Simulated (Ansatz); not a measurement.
In doubt: masses and optical values from hybrid runs of this build are listed as unsure (in some of the runs), which bears on the screening that GW takes from such a start.

The crystal is H4C2SeSO2 (Pc).

```xyz
20
Lattice="5.6201 0.0000 0.0000 0.0000 5.4290 0.0000 -4.1064 0.0000 7.7822" Properties=species:S:1:pos:R:3 pbc="T T T"
H     3.6520    4.0574    3.6268
H     1.5988    1.3716    7.5179
H     4.0447    2.6873    2.4814
H     1.9915    2.7417    6.3725
H     1.8258    5.0242   -0.0065
H    -0.2274    0.4048    3.8845
H     1.7761    0.6152    1.5107
H    -0.2771    4.8138    5.4018
C     3.5123    3.6298    2.6309
C     1.4591    1.7992    6.5219
C     2.0950    5.1038    1.0501
C     0.0418    0.3252    4.9411
Se    1.5988    3.5119    2.1332
Se   -0.4544    1.9171    6.0243
S     3.8437    4.8162    1.3217
S     1.7904    0.6128    5.2128
O     4.5511    0.5697    1.8072
O     2.4979    4.8593    5.6983
O     4.4169    4.1255    0.1696
O     2.3636    1.3035    4.0607
```

Geometry: measured cell, ions relaxed with PBE. The runs that relaxed it are not among those shown.

Gaps computed with Ansatz 0.2.0 without a self-energy: HSE06 4.22 eV, r2SCAN 3.33 eV and PBE0 4.98 eV.

Estimate the G0W0@HSE06 gap with 4×4×2 mesh, 1091 empty bands, screening to 160 eV, PAW set soft_1 files.

About 6.24 eV: on its mesh the run moves the gap from 4.22 eV by +2.02 eV. Among the scalar-relativistic levels given, PBE0 is nearest (−1.26 eV). Bands and cutoff are finite, so the gap is not at the basis limit. The miss can reach some tenths of an eV and take either sign; the mesh is an error of its own. The many-body steps are scalar-relativistic: spin-orbit coupling is not in them.

[Paths, hosts, dates, memory and timing lines, banners, echoed tables and standing remarks are left out of the program output.]

[Logs are printed without paths, hosts, clocks, repeated set-up lines and the standing remarks that a program may print on its own settings, such as how far it seeks lower states.]

[Runs of the session that timed out or met a known fault of the program may be left out.]

[Cells called generated may have been cut or substituted from an entry of the Crystallography Open Database or the Materials Project.]

[Hosts, paths, dates, database ids (printed as entryN), source tags and the programs' standing remarks are cut or masked in the printed files.]
